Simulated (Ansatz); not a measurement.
# GaAs (F-43m): lattice thermal conductivity, part 2 of 2

How well does the lattice of GaAs conduct heat?

What experiment has found for this phase:
- thermal conductivity 45 W/m/K near room temperature (given in “Combining the AFLOW GIBBS and Elastic Libraries to efficiently and robustly screen thermo-mechanical properties of solids”, 2017, arXiv:1611.05714)

Ansatz 0.2.0; DFT LDA, scalar-relativistic, plane waves, PAW; PAW set soft_1.

So far. Step 2 (Probe on a coarse mesh): The start is under -1.9 GPa at this level and looks like an insulator or semiconductor on this mesh. Step 4 (Relaxing to small residual forces and stress): The residual pressure is 0.0034 GPa, small enough for phonons. The relaxed cell has a = 5.603 Å (conventional setting).

## 5. Third-order constants and the Boltzmann equation

Pairs of atoms inside the cutoff are displaced in a supercell, the forces give the cubic constants, and these give the three-phonon rates of the Boltzmann equation.

Contents of input.yaml:

```yaml
crystal:
  lattice:
    - [0.0, 2.8015628244, 2.8015628244]
    - [2.8015628244, 0.0, 2.8015628244]
    - [2.8015628244, 2.8015628244, 0.0]
  atoms:
    - { symbol: Ga, position: [0.0, 0.0, 0.0] }
    - { symbol: As, position: [0.25, 0.25, 0.25] }
kpoints:
  mp_grid: { grid: [12, 12, 12] }
hamiltonian:
  xc: lda
  pseudopotentials: { kind: paw, azcp: { folder: soft_1 }, xc_functional: pbe }
scf:
  occupations: { method: fixed }
  lower_state_search: "off"
output:
  eigenvalues: true
phonons:
  method: fd
  dielectric: true
  qmesh: [6, 6, 6]
  temperatures: { t_max: 1000, t_step: 50 }
  qpath:
    path:
      - [[0.0, 0.0, 0.0], [0.5, 0.0, 0.5], [0.5, 0.25, 0.75], [0.375, 0.375, 0.75], [0.0, 0.0, 0.0], [0.5, 0.5, 0.5], [0.625, 0.25, 0.625], [0.5, 0.25, 0.75], [0.5, 0.5, 0.5], [0.375, 0.375, 0.75]]
      - [[0.625, 0.25, 0.625], [0.5, 0.0, 0.5]]
    npoints: 10
  third_order: { supercell: [3, 3, 3], pair_cutoff: 4.796 }
  lattice_thermal_conductivity:
    qmesh: [19, 19, 19]
    temperatures: [100.0, 150.0, 200.0, 300.0, 400.0, 500.0, 600.0, 800.0]
    isotope_mass_variance:
      - { species: As, variance: 0.0 }
      - { species: Ga, variance: 0.0001971 }
```

Command:

```console
> ansatz run input.yaml --threads 18 --pin off --max-ram 92160MiB --backend cuda --events-out ev --progress --plain --runs-dir out --max-vram 78GiB
```

Numbers of over 12 decimals in the logs are rounded to 6 here.

Output:

```text
Warning: phonons: the dynamical matrix that this run interpolates holds no multipole term above the dipole-dipole one, and a site of this crystal is no centre of inversion, so its interpolated transverse optical and acoustic branches and sound speeds can stay off near Gamma, and the density of states and the thermodynamics with them. What a run solves at a wave vector of phonons.qpoints, Gamma apart, where the deck admits one, is free of this, and under fd what a larger phonons.supercell samples
Warning: phonons.dielectric: true without phonons.rigid_motions: the static dielectric tensor ε⁰ will be withheld (ε∞, Z* and the rows of modes are given); for a crystal or a slab, whose only rigid motions are the translations, set phonons.rigid_motions: translations
Warning: phonons.third_order: as it is cut ahead of every solve, the batch solves 125 displaced supercells where 101 would do. It runs under 24 of the 648 operations that the crystal's space group holds on the batch's supercell: the run's FFT boxes carry no more. The force constants lose no accuracy. For the smaller batch, try basis.xc_grid above 1 where it is 1, a denser FFT box (accuracy: high where it is lower, or a larger basis.ecutrho_ratio), or the same crystal shifted so that one of its atoms lies at the cell's origin: each can bring back operations that the batch needs, and none is sure to; [rest of the remark cut]
[...]
Crystal: 12 atoms, lattice volume = 263.865 Å³
Basis set: ecut = 420 eV, 5195 PW (Γ), FFT grids on a1, a1+a2, 2a1+a3
Bands: 101, of which v1, the nominal top of the filled ones, is band 84 counted from 1 (83 counted from 0)
Symmetry: 12 space group operations
k-points: 94 of 288 (time reversal used)
[...]
SCF iter   1: F=—  HF=-50887.842385 eV  |F-HF|=—  |Δ(HF+E_count)|=         —  Δρ=2.43e-7  dr2=3.87e-11  ethr=1.00e-12  ⟨swp⟩=3.0  Hψ=24472  notcnv=0
[...]
SCF iter   2: F=-50887.842385 eV  HF=-50887.842385 eV  |F-HF|=1.46e-11  |Δ(HF+E_count)|=  7.28e-12  Δρ=1.32e-7  dr2=1.30e-11  ethr=1.00e-12  ⟨swp⟩=4.0  Hψ=28189  notcnv=0
SCF 1 converged in 2 iterations: F = -50887.842385 eV  dr2 = 1.30e-11
[...]
Crystal: 2 atoms, lattice volume = 43.978 Å³
Basis set: ecut = 420 eV, 869 PW (Γ), exchange–correlation on 54×54×54 points (8 copies of the dense FFT grid, shifted against one another)
Bands: 18, of which v1, the nominal top of the filled ones, is band 14 counted from 1 (13 counted from 0)
Symmetry: 24 space group operations
[...]
SCF 2 converged in 3 iterations: F = -8481.307065 eV  dr2 = 7.92e-12
[...]
symmetry images taken by strict's conditions (phonons.symmetry_images: auto; settled by no image being taken that strict refuses); asymmetry of the core-correction force 6.4e-8 eV/Å at the most on a site, 6.8e-7 eV/Å summed over every site of the supercell
  q = [0.0000, 0.0000, 0.0000] (star 1, supercell 1; hermiticity 1.57e-16, symmetrization 4.14e-7): 0.00 0.00 0.00 268.79 268.79 268.79
[...]
joined force constants: q→R imaginary residual 5.62e-19
  density of states and harmonic sums: on the 24×24×24 q-mesh, interpolated from the force constants of a 6×6×6 supercell (with the dipole–dipole term)
  largest difference from the sums on the solved wave vectors: F 3.90e-3 eV, S 5.08e-6 and C_V 1.18e-6 eV/K
  zero-point energy: 0.067454 eV/cell   skipped modes (ω ≤ 0): 3   left out of the sums: 3.62e-5 of the cell's modes: C_V's classical limit lies that fraction below 3 k_B per atom; for a crystal, a wire or a layer, F and S can be off by more, and a phonons.interpolated_qmesh denser along its periods is the remedy for the sampling
--- Third-order force constants: 148 member SCFs in a 3×3×3 supercell (pair cutoff 4.796 Å, amplitude 0.03 Å, SCF threshold 1.00e-9 eV, Σ member SCF iterations 1245) ---
[...]
sum-rule residual: 5.738e-1 → 1.674e-14 eV/Å³; symmetrization residual: 1.302e-2 eV/Å³; largest sum-rule correction relative to its orbit: 4.053e-1, on the orbit of the block of home site 0 with site 1 of cell (-1, -1, 0) and site 1 of cell (-1, -1, 0), whose norm before the correction was 1.731e-1 eV/Å³
--- Lattice thermal conductivity: 19×19×19 mesh (220 irreducible points), tetrahedron method ---
  three-phonon and isotope scattering only; four-phonon, boundary and, in a metal, phonon-electron scattering are left out
  each conductivity is what the modes' populations carry and what the coherences between them add
  conductivity (a third of the tensor's trace), W/(m K), in the relaxation-time approximation and from the full solution:
       T (K)   relaxation time   full solution  iterations             ending  least Ritz value
      100.00          174.3616        177.9853           7          converged          7.477e-1
      150.00           95.7118         98.8905           7          converged          7.463e-1
      200.00           66.8957         69.5733           7          converged          7.432e-1
      300.00           42.5108         44.4823           7          converged          7.380e-1
      400.00           31.4205         32.9652           7          converged          7.346e-1
      500.00           24.9989         26.2653           7          converged          7.324e-1
      600.00           20.7886         21.8606           7          converged          7.307e-1
      800.00           15.5845         16.4038           7          converged          7.286e-1
```

Run time: 18 min. Hardware: 1 × NVIDIA GB200 with 18 threads of Arm Neoverse V2, shared host; peak memory 4.2 GiB; 3.4 h of CPU time.

Numbers from this step:

| Property | Result |
| --- | --- |
| Γ frequencies | 0, 0, 0, 268.8, 268.8, 268.8 cm⁻¹ (negative: imaginary) |
| lowest frequency on the path | 0 cm⁻¹ |
| zero-point energy | 0.06745 eV/cell |
| point group | -43m |
| highest frequency | 285.8 cm⁻¹ |
| Debye temperature from the second moment | 369 K |
| κ at 300 K (relaxation time) | 42.51 W/m/K |
| κ at 300 K (full solution) | 44.48 W/m/K |
| dipole term | run |
| mean free path at half of κ | 232 nm |
| share of κ above the three lowest branches | 0.046 |
| third-order blocks | 842 |
| periodic aliases dropped | 168 |
| largest relative sum-rule correction | 0.4053 |
| displaced cells, third order | 148 |

LO-TO term included. The phonon branches at the labelled points (cm⁻¹):

```tsv
point	branch 1	branch 2	branch 3	branch 4	branch 5	branch 6
Γ	0	0	0	269	269	286
halfway	68	68	131	255	255	276
X	75	75	221	236	254	254
halfway	86	92	208	220	254	261
W	97	108	197	203	254	266
halfway	88	107	198	210	254	265
K	76	107	202	214	254	266
halfway	62	84	131	249	260	273
Γ	0	0	0	269	269	286
halfway	51	51	129	263	263	272
L	59	59	206	237	262	262
halfway	72	97	183	229	256	267
U	76	107	202	214	254	266
halfway	88	107	198	210	254	265
W	97	108	197	203	254	266
halfway	80	99	182	226	256	267
L	59	59	206	237	262	262
halfway	72	97	183	229	256	267
K	76	107	202	214	254	266
jump to U	76	107	202	214	254	266
halfway	75	90	214	227	254	259
X	75	75	221	236	254	254
```

The phonon branches as a text plot (rows in cm⁻¹):

```
    280 |*****                ********
    268 |**   **    *******************   ************** ******
    256 |  ********************        **************************
    244 |       *           **          **
    232 |        **        *              ***         ******   **
    220 |        ****     *                  **     **      *** *
    208 |       *  *******                *    *****    *     **
    196 |            ******              * *  *****   ** *   *
    185 |                               *   **     ***    ***
    173 |      *                       *
    161 |                  *
    149 |     *             *
    137 |    *               *
    125 |                             *
    113 |            ******   *               *******        *
    101 |   *       ***    *         *      **    *  *     ** *
     89 |          **  *    ** *                ** **     *    *
     77 |  *  ******    ****  *     *      *****     ***   ******
     65 |   **              **  *         **          ** **
     54 | **                  **      ****              *
     42 |                      **   **
     30 |**                     ** *
     18 |*                       * *
      6 |                         *
         Γ       X    W  K        Γ      L     U  W     L   K|U X
```

W/m/K. Kappa, by row:

```tsv
T (K)	RTA xx	RTA yy	RTA zz	full xx	full yy	full zz	coherence part xx	coherence part yy	coherence part zz	ending	iterations	least Ritz value
100	174.4	174.4	174.4	178	178	178	0.007076	0.007076	0.007076	converged	7	0.748
150	95.71	95.71	95.71	98.89	98.89	98.89	0.01421	0.01421	0.01421	converged	7	0.746
200	66.9	66.9	66.9	69.57	69.57	69.57	0.02038	0.02038	0.02038	converged	7	0.743
300	42.51	42.51	42.51	44.48	44.48	44.48	0.03068	0.03068	0.03068	converged	7	0.738
400	31.42	31.42	31.42	32.97	32.97	32.97	0.03941	0.03941	0.03941	converged	7	0.735
500	25	25	25	26.27	26.27	26.27	0.04718	0.04718	0.04718	converged	7	0.732
600	20.79	20.79	20.79	21.86	21.86	21.86	0.05422	0.05422	0.05422	converged	7	0.731
800	15.58	15.58	15.58	16.4	16.4	16.4	0.06659	0.06659	0.06659	converged	7	0.729
```

Lattice thermal conductivity against temperature:

```tsv
temperature (K)	RTA xx (W/m/K)	full xx (W/m/K)
100	174	178
150	95.7	98.9
200	66.9	69.6
300	42.5	44.5
400	31.4	33.0
500	25	26.3
600	20.8	21.9
800	15.6	16.4
```

The modes has structure finer than the step of the table below, so its rows give means over 10 cm⁻¹, whole bins alone (the curve runs from -10 to 304 cm⁻¹). Peaks (cm⁻¹: height): As 76.9: 0.0304, 183.6: 0.0148, 254.7: 0.0711, 266.5: 0.0645; Ga 76.9: 0.0365, 183.6: 0.0124, 254.7: 0.0618, 266.5: 0.0483.

Phonopy on the run's constants, 17x17x17 mesh, Gaussian sigma 2.2 cm⁻¹. Modes against wavenumber; means over each step; values in 1/cm⁻¹/cell:

```tsv
wavenumber (cm⁻¹)	As	Ga
0	3.1e-5	2.7e-5
10	7.4e-5	7.0e-5
20	3.2e-4	3.1e-4
30	0.00104	9.9e-4
40	0.00159	0.00156
50	0.00381	0.00385
60	0.0112	0.0118
70	0.0186	0.0211
80	0.0236	0.0289
90	0.0145	0.0190
100	0.0118	0.0158
110	0.00765	0.0102
120	0.00142	0.00134
130	0.00199	0.00185
140	0.00272	0.00251
150	0.00359	0.00329
160	0.00480	0.00435
170	0.00711	0.00636
180	0.0122	0.0105
190	0.00961	0.00661
200	0.00593	0.00270
210	0.00431	0.00485
220	0.00684	0.0100
230	0.00972	0.0128
240	0.00941	0.0114
250	0.0290	0.0265
260	0.0552	0.0476
270	0.0369	0.0287
280	0.00451	0.00465
290	3.6e-4	3.9e-4
```

Distinct triplets, nearest first. Third order norms, by row:

```tsv
sites	side 1 (Å)	side 2 (Å)	side 3 (Å)	norm of the 27 components (eV/Å³)
Ga-Ga-Ga	0	0	0	64.81
As-As-As	0	0	0	68.05
Ga-As-As	0	2.43	2.43	26.95
Ga-As-Ga	0	2.43	2.43	27.27
Ga-Ga-As	2.43	2.43	3.96	0.718
Ga-As-As	2.43	2.43	3.96	0.559
Ga-Ga-Ga	0	3.96	3.96	0.66
Ga-Ga-Ga	3.96	3.96	3.96	0.148
Ga-Ga-Ga	3.96	3.96	3.96	0.064
As-As-As	0	3.96	3.96	0.895
As-As-As	3.96	3.96	3.96	0.073
As-As-As	3.96	3.96	3.96	0.214
Ga-As-Ga	2.43	3.96	4.65	0.123
Ga-As-As	2.43	3.96	4.65	0.144
Ga-As-As	0	4.65	4.65	0.127
Ga-As-As	3.96	4.65	4.65	0.009
Ga-As-As	3.96	4.65	4.65	0.034
Ga-As-Ga	3.96	4.65	4.65	0.019
Ga-As-Ga	3.96	4.65	4.65	0.015
Ga-As-Ga	0	4.65	4.65	0.192
```

Born charge (rows field, columns displacement) (e), principal values of the symmetric part by kind of site:

```tsv
atom	atoms with these values	low	middle	high	mean
Ga1	1	2.06	2.06	2.06	2.06
As2	1	-2.06	-2.06	-2.06	-2.06
```

In full for As2:

```
-2.06  0.00  0.00
 0.00 -2.06  0.00
 0.00  0.00 -2.06
```

RTA, 300 K. Kappa by branch, by row:

```tsv
branch (by rank)	mean frequency (THz)	mean rms speed (km/s)	median lifetime (ps)	share of kappa
1	2.17	1.15	21.5	0.285
2	2.62	1.62	22.4	0.306
3	4.98	2.46	3.35	0.363
4	7.12	1.31	8.17	0.043
5	7.7	0.25	2.41	0
6	8.03	0.46	3.76	0.002
```

Spectral kappa at 300 K against frequency; read off at these points; values in W/m/K/THz:

```tsv
frequency (THz)	relaxation time (W/m/K/THz)	full solution (W/m/K/THz)
0.10	0	0
0.30	0	0
0.50	12.3	12.3
0.70	0	0
0.90	31.0	31.5
1.30	16.6	17.3
1.50	21.6	22.3
1.90	13.2	14.0
2.10	15.6	16.4
2.50	9.70	10.6
2.70	8.05	8.48
2.90	6.71	7.07
3.30	4.06	3.89
3.50	3.98	3.65
3.90	2.31	2.04
4.10	2.58	2.23
4.50	1.25	1.12
4.70	0.888	0.931
5.10	0.663	0.873
5.30	0.459	0.646
5.70	0.524	0.782
5.90	0.606	0.836
6.10	0.430	0.575
6.50	1.71	2.00
6.70	2.18	2.79
7.10	1.70	1.96
7.30	1.26	1.64
7.70	0.245	0.554
7.90	0.211	0.365
8.30	0.0837	0.202
8.50	0.0121	0.0365
```

Relaxation-time solution. The share of κ carried by shorter paths by mean free path:

```tsv
mean free path (nm)	100 K	300 K	800 K
0.681	0	0	0.001
1	0	0	0.003
1.47	0	0.001	0.007
2.15	0	0.002	0.012
3.16	0	0.004	0.02
4.64	0	0.008	0.032
6.81	0.001	0.013	0.063
10	0.001	0.022	0.134
14.7	0.003	0.04	0.188
21.5	0.005	0.081	0.26
31.6	0.01	0.147	0.333
46.4	0.019	0.197	0.4
68.1	0.034	0.272	0.486
100	0.057	0.342	0.541
147	0.108	0.421	0.639
215	0.153	0.488	0.711
316	0.227	0.599	0.835
464	0.284	0.671	0.866
681	0.359	0.728	0.918
1000	0.406	0.838	0.961
1470	0.485	0.872	0.974
2150	0.58	0.924	1
3160	0.662	0.959	1
4640	0.801	1	1
6810	0.843	1	1
10000	0.901	1	1
14700	0.951	1	1
21500	0.984	1	1
31600	1	1	1
```

300 K; a sample spread over frequency. Mode lifetimes, by row, the first 40 of 90 rows:

```tsv
q1	q2	q3	branch	frequency (THz)	rms speed (km/s)	three-phonon rate (1/ps)	isotope rate (1/ps)	lifetime (ps)	mean free path (nm)
0	0	0.0526	1	0.415	2.74	0.00143	1.49e-7	700	1920
0	0.1053	0.1053	1	1.115	2.66	0.00692	1.75e-5	144	384
0	0	0.2105	2	1.395	1.4	0.00656	5.43e-5	151	212
0.0526	0.1053	0.2105	2	1.6	2.74	0.0111	1.32e-4	88.8	244
0	0.1053	0.2632	1	1.716	1.36	0.0145	2.52e-4	67.9	92.1
0	0	0.4737	1	1.779	0.07	0.0173	3.92e-4	56.6	4.15
0.0526	0.1053	0.4211	1	1.855	1.02	0.0172	5.54e-4	56.4	57.5
0.0526	0.1053	-0.4737	1	1.908	0.96	0.023	6.28e-4	42.3	40.6
0.0526	0.1579	-0.2632	1	1.969	1.32	0.0174	6.94e-4	55.3	73.2
0	0.1053	0.3158	2	2.049	2.39	0.0182	8.35e-4	52.6	126
0	0.2632	0.2632	2	2.088	0.78	0.0335	9.59e-4	29.1	22.6
0.0526	0.2632	0.3158	2	2.171	1.14	0.0446	0.00121	21.9	24.9
0.0526	0.2105	-0.4737	1	2.2	1.26	0.0531	0.00132	18.4	23.1
0.0526	0.2632	0.4211	1	2.244	1.14	0.0541	0.00164	17.9	20.5
0	0.4211	0.4737	1	2.26	0.03	0.098	0.00375	9.83	0.266
0	0.3158	-0.4737	1	2.281	0.06	0.0668	0.00271	14.4	0.839
0.0526	0.2632	-0.3158	1	2.308	1.04	0.0449	0.00287	20.9	21.7
0.0526	0.4211	-0.4211	1	2.344	1.2	0.0841	0.00259	11.5	13.9
0.0526	0.4211	0.4737	2	2.369	1.1	0.0841	0.002	11.6	12.8
0	0.1579	-0.2105	2	2.44	2.03	0.0471	0.00183	20.4	41.6
0.1053	0.3158	-0.4211	1	2.505	1.37	0.0617	0.00187	15.7	21.6
0.1053	0.3684	-0.3158	1	2.543	1.42	0.0668	0.00182	14.6	20.6
0.0526	0.4737	-0.4211	2	2.587	2.03	0.0787	0.00177	12.4	25.2
0.1579	0.3684	-0.4211	1	2.666	0.89	0.0615	0.00173	15.8	14.1
0.1579	0.4211	-0.3684	1	2.736	1.14	0.0648	0.00178	15	17.1
0.2105	0.4211	-0.3158	1	2.82	0.67	0.0621	0.00169	15.7	10.5
0.0526	0.2105	-0.4211	2	2.887	2.01	0.0375	0.0014	25.7	51.6
0.0526	0.3158	-0.4737	2	2.99	1.28	0.0509	0.00168	19	24.4
0.1579	0.3684	-0.4211	2	3.073	1.18	0.0445	0.00186	21.6	25.5
0.0526	0.2632	-0.3684	2	3.152	1.23	0.0403	0.00223	23.5	28.9
0.1579	0.3684	-0.2632	2	3.234	0.66	0.0399	0.00278	23.4	15.5
0	0.3158	-0.3158	2	3.302	0.34	0.0393	0.0011	24.8	8.37
0.0526	0.1579	0.3158	3	3.783	3.48	0.0503	2.48e-4	19.8	68.7
0	0.0526	-0.2632	3	4.234	4.12	0.103	4.66e-4	9.66	39.8
0.0526	0.1053	0.3684	3	4.589	3.69	0.23	7.80e-4	4.34	16
0.0526	0.1579	0.4211	3	4.835	3.01	0.283	0.00114	3.52	10.6
0.0526	0.2105	0.4737	3	5.036	2.11	0.441	0.00152	2.26	4.76
0	0.2632	-0.3158	3	5.218	2.13	0.6	0.00208	1.66	3.53
0	0.2105	-0.3684	3	5.323	1.48	0.833	0.00276	1.2	1.77
0.0526	0.2632	-0.3684	3	5.45	0.88	0.813	0.00522	1.22	1.08
```

Without the LO-TO term. Gamma linewidths, by row:

```tsv
branch	frequency (cm⁻¹)	three-phonon rate (1/ps)	isotope rate (1/ps)	FWHM (cm⁻¹)
4	268.8	0.395	0.0237	2.23
5	268.8	0.395	0.0237	2.23
6	268.8	0.395	0.0237	2.23
```

W/m/K, third of the trace; RTA populations with a boundary rate v/L added to each mode (Matthiessen's rule). Kappa by grain size, by row:

```tsv
T (K)	bulk	10 nm	30 nm	100 nm	300 nm	1000 nm	10000 nm	100000 nm
100	174.4	4.263	10.64	25.12	46.88	78.4	140.1	168.7
300	42.48	4.366	8.885	16.07	23.71	31.6	40.34	42.23
600	20.73	3.565	6.489	10.47	14.15	17.39	20.21	20.68
```

W/m/K, third of the trace; RTA populations with the isotope rates scaled. Kappa by mass disorder, by row:

```tsv
T (K)	no isotopes	as typed	variance x 3	variance x 10	variance x 30
100	192.8	174.4	151.4	113.9	77.38
300	43.64	42.48	40.53	35.78	28.7
600	21.02	20.73	20.22	18.79	16.18
```

At 300 K the relaxation-time value is 42.5 W/(m K).

## 6. What came out

| Property | Result |
| --- | --- |
| highest frequency | 285.8 cm⁻¹ |
| Debye temperature from the second moment | 369 K |
| κ at 300 K (relaxation time) | 42.51 W/m/K |
| κ at 300 K (full solution) | 44.48 W/m/K |
| mean free path at half of κ | 232 nm |
| share of κ above the three lowest branches | 0.046 |

In words: The lattice of GaAs conducts 44.5 W/(m K) at 300 K by LDA (mean over directions, full solution). The full solution lies +5 % from the relaxation-time value at 300 K, so the relaxation-time approximation serves here. Above 300 K the relaxation-time κ falls as T^-1.02, near the 1/T law of three-phonon scattering. Grains of 100 nm would keep 38 % of the bulk value at 300 K, and grains of 1 µm 74 %. Removing the natural isotope disorder raises κ at 300 K by 3 %. A measured thermal conductivity near room temperature is 45 W/m/K (arXiv:1611.05714); the calculated 44.5 W/m/K differs by -1 %. Part of this agreement may be a cancellation, since four-phonon scattering and the shift of frequencies with temperature are both left out. The sum rules changed one orbit of cubic constants by up to 41 %; by the manual a large change points to a short cutoff or, on a small and distant orbit, to noisy forces. The conductivities include the coherence part between close branches; the shares for grains, isotopes, branches and paths are of the relaxation-time populations alone. Cubic couplings among atoms farther apart than the pair cutoff are dropped, and neither the cutoff nor the q-mesh was shown to be converged here. The interpolation has no quadrupole term, so branches near the zone centre are less sure, since this crystal has sites that are not centres of inversion. The PAW files were made for PBE and are used here under another functional, for which the program regenerates the frozen cores.

[Logs are printed without paths, hosts, clocks, repeated set-up lines and the standing remarks that a program may print on its own settings, such as how far it seeks lower states.]

[Hosts, paths, dates, database ids (printed as entryN), source tags and the programs' standing remarks are cut or masked in the printed files.]

[A step with changed settings may run another functional than the one named; its input shows which.]
